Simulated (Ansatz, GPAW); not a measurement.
# A 7-layer slab of Al(110): simulated STM images, part 2 of 2

Aim: Tersoff-Hamann images of a 7-layer slab of Al(110) at several biases.

GPAW 26.7.0 and Ansatz 0.2.0; Ansatz plane waves; slab in vacuum with a dipole correction, relaxation (the session's first sound run).

So far, upper work function (eV): step 2 (relaxation, PBE) 4.02; step 3 (plane waves, PBE) 4.03.

## Step 4: A second plane-wave code

A second program with its own datasets checks the number independently.

This step: Ansatz plane waves; slab in vacuum with a dipole correction (Ansatz 0.2.0).

Input file input.yaml:

```yaml
crystal:
  lattice:
    - [4.05, 0.0, 0.0]
    - [0.0, 2.8637824638, 0.0]
    - [0.0, 0.0, 24.5913473914]
  atoms:
    - { symbol: Al, position: [0.0, 0.0, 0.3253176767] }
    - { symbol: Al, position: [0.5, 0.5, 0.3835451178] }
    - { symbol: Al, position: [0.0, 0.0, 0.4417725589] }
    - { symbol: Al, position: [0.5, 0.5, 0.5005998606] }
    - { symbol: Al, position: [0.0, 0.0, 0.5579939915] }
    - { symbol: Al, position: [0.5, 0.5, 0.6189068377] }
    - { symbol: Al, position: [0.0, 0.0, 0.6723814944] }
kpoints:
  mp_grid: { grid: [8, 11, 1] }
hamiltonian:
  xc: pbe
scf:
  occupations: { method: fermi_dirac, width: 0.1 }
efield:
  axis: 3
  dipole_correction: true
  ramp_width: 0.05
output:
  forces: true
  band_densities: [{ e_range: [-0.5, 0] }, { e_range: [0, 0.5] }]
  write_potential: true
  write_density: true
  volumetric_format: npy
```

Command:

```console
ansatz run input.yaml --threads 4 --pin off --max-ram 8192MiB --backend cpu --events-out ev --progress --plain --runs-dir out
```

The job ended after 2.5 s (4 threads of Intel Xeon 6975P-C (Granite Rapids), shared host; peak memory 0.62 GiB; 9.3 s of CPU time).

This step gave:

```yaml
upper_work_function: 4.024 eV
lower_work_function: 4.042 eV
dipole_along_the_normal: 0.001160 e·Å
dipole_field: 7.36e-4 V/Å
vacuum_level_above: 4.904 eV
corrugation_e_range_minus_0p5_0_3: 0.6351 Å
decay_e_range_minus_0p5_0: 1.207 Å⁻¹
apparent_barrier_e_range_minus_0p5_0: 5.547 eV, hbar² kappa² / 2m (holds the in-plane momentum too)
corrugation_e_range_0_0p5_3: 0.6101 Å
decay_e_range_0_0p5: 0.9977 Å⁻¹
apparent_barrier_e_range_0_0p5: 3.793 eV, hbar² kappa² / 2m (holds the in-plane momentum too)
```

The electrostatic potential energy of an electron (with the applied field's), less the Fermi level, planar mean oscillates, so the rows of the table below give means over windows of 1.5 Å about each position, cut where the curve ends. Its maxima inside the range that stand out by 2 % of the span (Å: eV): 9.4: -4.12, 10.9: -4.13, 12.3: -4.14, 13.8: -4.09, 15.0: -4.20. Its minima: 8.7: -5.13, 10.1: -5.15, 11.6: -5.01, 13.0: -5.27, 14.5: -4.62, 15.8: -6.03.

The electrostatic potential energy of an electron (with the applied field's), less the Fermi level, planar mean by z; means over each step:

```csv
z (Å),"electrostatic potential energy of an electron (with the applied field's), less the Fermi level, planar mean (eV)"
0.75,4.04
2.25,4.04
3.75,4.04
5.25,3.98
6.75,1.82
8.25,-4.11
9.75,-4.61
11.25,-4.55
12.75,-4.65
14.25,-4.37
15.75,-4.96
17.25,-0.629
18.75,3.78
20.25,4.02
21.75,4.02
23.25,4.02
```

The valence density, planar mean oscillates, so the rows of the table below give means over windows of 1.43 Å about each position, cut where the curve ends. Its maxima inside the range that stand out by 2 % of the span (Å: e/Å³): 8.7: 0.187, 10.1: 0.190, 11.6: 0.191, 13.0: 0.193, 14.5: 0.187, 15.8: 0.195. Its minima: 9.4: 0.173, 10.8: 0.171, 12.3: 0.171, 13.8: 0.167, 15.0: 0.176.

Table of valence density, planar mean by z; means over each step:

z (Å), valence density, planar mean (e/Å³) and a bar:
```
     2.15      0.000 
     3.58      0.000 
     5.01      0.001 
     6.44      0.029 #####
     7.87      0.133 ######################
     9.30      0.180 ##############################
    10.73      0.180 #############################
    12.16      0.181 ##############################
    13.59      0.178 #############################
    15.02      0.183 ##############################
    16.45      0.156 ##########################
    17.88      0.043 #######
    19.31      0.002 
    20.74      0.000 
    22.17      0.000
```

E_range_-0.5_0. Table of planar mean of the window's density by height over the top atom:

```csv
height over the top atom (Å),planar mean of the window's density (e/Å³)
1.50,0.00408
1.70,0.00278
2.10,0.00120
2.30,7.7e-4
2.50,4.9e-4
2.70,3.1e-4
3.10,1.2e-4
3.30,7.7e-5
3.50,4.8e-5
3.90,1.8e-5
4.10,1.1e-5
4.30,7.0e-6
4.50,4.3e-6
4.90,1.6e-6
5.10,9.8e-7
5.30,6.0e-7
5.70,2.2e-7
5.90,1.3e-7
6.10,8.2e-8
6.30,4.9e-8
6.70,1.7e-8
6.90,1.0e-8
```

Density over a1 and a2. Constant height 3 Å over the top atom, window e_range_-0.5_0.

Values in units of 1e-4 e/Å³, 12 rows by 16 columns, each cell a mean:
```
2.7 2.6 2.3 2.0 1.7 1.4 1.1 1.0 1.0 1.0 1.2 1.5 1.8 2.2 2.5 2.6
2.6 2.5 2.2 1.9 1.6 1.3 1.1 0.9 0.9 1.0 1.2 1.4 1.8 2.1 2.3 2.5
2.4 2.3 2.1 1.8 1.5 1.2 1.0 0.9 0.9 0.9 1.1 1.3 1.6 1.9 2.2 2.3
2.2 2.1 1.9 1.6 1.4 1.1 0.9 0.8 0.8 0.8 1.0 1.2 1.5 1.8 2.0 2.1
2.0 1.9 1.8 1.5 1.3 1.0 0.9 0.8 0.7 0.8 0.9 1.1 1.4 1.6 1.9 2.0
1.9 1.9 1.7 1.5 1.2 1.0 0.8 0.7 0.7 0.8 0.9 1.1 1.3 1.6 1.8 1.9
2.0 1.9 1.7 1.5 1.3 1.0 0.8 0.7 0.7 0.8 0.9 1.1 1.4 1.6 1.8 2.0
2.1 2.0 1.8 1.6 1.3 1.1 0.9 0.8 0.8 0.8 1.0 1.2 1.5 1.7 1.9 2.1
2.3 2.2 2.0 1.7 1.4 1.2 1.0 0.8 0.8 0.9 1.1 1.3 1.6 1.9 2.1 2.2
2.5 2.4 2.2 1.9 1.6 1.3 1.1 0.9 0.9 1.0 1.2 1.4 1.7 2.0 2.3 2.5
2.6 2.5 2.3 2.0 1.7 1.4 1.1 1.0 0.9 1.0 1.2 1.5 1.8 2.1 2.4 2.6
2.7 2.6 2.4 2.0 1.7 1.4 1.1 1.0 1.0 1.1 1.2 1.5 1.9 2.2 2.5 2.7
```
Columns: a1 from 0 to 0.967; rows upwards: a2 from 0 to 0.95.

Tip height over the top atom over a1 and a2. Constant current at the density 1.560e-04 e/Å^3, window e_range_-0.5_0.

Ten even steps from '0' (2.59 Å) to '9' (3.22 Å):
```
999998876654433233445667889999
999998876654332223345667889999
999988776554332223345567788999
999888776544322222344567788899
998887765543221112234556778889
888877665443211111234456677888
888877665432110001123456677888
888776654432100000123445667788
887776654332100000123345667778
877776654322100000122345667777
887776654332100000123345667778
888776654432100000123445667788
888877665432110001123456677888
888877665443211111234456677888
998887765543221112234556778889
999888776544322222344567788899
999988776554332223345567788999
999998876654332223345667889999
999998876654433233445667889999
999998877654433233445677889999
```
Columns: a1 from 0 to 0.967; rows upwards: a2 from 0 to 0.95.

E_range_0_0.5. Table of planar mean of the window's density by height over the top atom:

```csv
height over the top atom (Å),planar mean of the window's density (e/Å³)
1.50,0.00485
1.70,0.00348
1.90,0.00245
2.10,0.00169
2.30,0.00116
2.50,7.9e-4
2.70,5.4e-4
2.90,3.7e-4
3.10,2.5e-4
3.30,1.7e-4
3.50,1.1e-4
3.70,7.6e-5
3.90,5.1e-5
4.10,3.4e-5
4.30,2.3e-5
4.50,1.5e-5
4.70,1.0e-5
4.90,6.9e-6
5.10,4.6e-6
5.30,3.1e-6
5.50,2.0e-6
5.70,1.4e-6
5.90,9.2e-7
6.10,6.2e-7
6.30,4.2e-7
6.50,2.9e-7
6.70,2.0e-7
6.90,1.4e-7
```

Density over a1 and a2. Constant height 3 Å over the top atom, window e_range_0_0.5.

Ten even steps from '0' (1.69 × 1e-4 e/Å³) to '9' (4.77 × 1e-4 e/Å³):
```
999887654332111111123345678899
999887654322111111122345678899
998876654322111011122345667889
888776544321110001112344567788
887766543321100000112334566778
777765543221100000112234556777
777665433211000000011233456677
766655432211000000011223455666
666654432211000000011223445666
666654432210000000001223445666
666654432211000000011223445666
766655432211000000011223455666
777665433211000000011233456677
777765543221100000112234556777
887766543321100000112334566778
888776544321110001112344567788
998876654322111011122345667889
999887654322111111122345678899
999887654332111111123345678899
999987654332111111123345678999
```
Columns: a1 from 0 to 0.967; rows upwards: a2 from 0 to 0.95.

Tip height over the top atom over a1 and a2. Constant current at the density 3.025e-04 e/Å^3, window e_range_0_0.5.

Values in Å, 12 rows by 16 columns, each cell a mean:
```
3.20 3.19 3.15 3.09 3.02 2.93 2.85 2.78 2.76 2.81 2.89 2.97 3.06 3.12 3.17 3.20
3.19 3.17 3.13 3.08 3.00 2.92 2.83 2.76 2.74 2.79 2.87 2.96 3.04 3.11 3.15 3.18
3.17 3.15 3.11 3.06 2.98 2.89 2.80 2.73 2.71 2.75 2.84 2.93 3.02 3.08 3.13 3.16
3.14 3.12 3.09 3.03 2.95 2.85 2.76 2.68 2.66 2.71 2.80 2.90 2.99 3.06 3.11 3.13
3.12 3.10 3.06 3.00 2.92 2.82 2.72 2.64 2.62 2.68 2.77 2.87 2.96 3.03 3.09 3.11
3.11 3.09 3.05 2.99 2.91 2.81 2.71 2.62 2.60 2.66 2.75 2.86 2.95 3.02 3.07 3.10
3.11 3.10 3.06 3.00 2.91 2.82 2.71 2.63 2.61 2.67 2.76 2.86 2.95 3.03 3.08 3.11
3.13 3.12 3.08 3.02 2.94 2.84 2.74 2.67 2.65 2.70 2.79 2.89 2.98 3.05 3.10 3.13
3.16 3.14 3.10 3.04 2.96 2.87 2.78 2.71 2.69 2.73 2.82 2.92 3.00 3.07 3.12 3.15
3.18 3.16 3.13 3.07 2.99 2.91 2.82 2.75 2.73 2.78 2.86 2.95 3.03 3.10 3.15 3.17
3.20 3.18 3.14 3.09 3.01 2.93 2.84 2.77 2.76 2.80 2.88 2.97 3.05 3.12 3.16 3.19
3.20 3.19 3.15 3.10 3.02 2.94 2.85 2.79 2.77 2.81 2.89 2.98 3.06 3.12 3.17 3.20
```
Columns: a1 from 0 to 0.967; rows upwards: a2 from 0 to 0.95.

Force by atom:

```csv
atom,x (eV/Å),y (eV/Å),z (eV/Å),size
Al1,0.000,0.000,0.194,0.194
Al2,0.000,0.000,-0.187,0.187
Al3,0.000,0.000,-0.005,0.005
Al4,0.000,0.000,0.000,0.000
Al5,0.000,0.000,0.010,0.010
Al6,0.000,0.000,-0.007,0.007
Al7,0.000,0.000,-0.006,0.006
```

The upper face's work function is 4.024 eV, against 4.026 eV in the first plane-wave PBE run at this geometry.

## Step 5: Side by side

Results and costs are gathered.

This step: comparison of work functions, dipole and cost (GPAW 26.7.0).

Ladder, by row:

```csv
step,code,"work function, upper (eV)","work function, lower (eV)",dipole (e Å),wall time (s),peak memory (GiB),threads
pw,GPAW,4.026,4.044,0.001115,63.8,0.43,1
ansatz,Ansatz,4.024,4.042,0.00116,2.47,0.622,4
```

## Step 6: Outcome

| Property | Result |
| --- | --- |
| work function, upper and lower face | 4.026 and 4.044 eV |
| dipole along the normal | 0.00112 e Å |
| corrugation at -0.5 V | 0.644 Å |
| corrugation at 0.5 V | 0.619 Å |

What this shows: The tip height varies by 0.62 to 0.64 Å over the cell, much the same at every bias tried. Negative sample bias images filled states, positive bias empty ones. The measured value for this face is 4.23 eV (as compiled in "Properties of real metallic surfaces: Effects of density functional semilocality and van der Waals nonlocality", 2017, arxiv:1702.08515); the relaxed upper face lies 0.20 eV under it with PBE. Measured work functions scatter by a tenth of an eV or more between methods. The two plane-wave codes differ by 0.0020 eV on the upper face. The images are of Tersoff-Hamann type: an s-wave tip, no tip-sample forces, heights closer than in a microscope. Ansatz gives corrugations of 0.64 Å at -0.5 V (GPAW 0.64) and 0.61 Å at 0.5 V (GPAW 0.62). GPAW's time includes a further run over the whole zone for the images, so the two times are not like for like. The small printed dipole stands for a step of -17 meV from the lower to the upper face, and the probes find -18 meV; values this small are near the numerical noise of both. The in-plane lattice was kept as typed, which isn't the functional's own and leaves some strain; spin-orbit coupling and temperature are left out.

[Logs are printed without paths, hosts, clocks, repeated set-up lines and the standing remarks that a program may print on its own settings, such as how far it seeks lower states.]

[Hosts, paths, dates, database ids (printed as entryN), source tags and the programs' standing remarks are cut or masked in the printed files.]
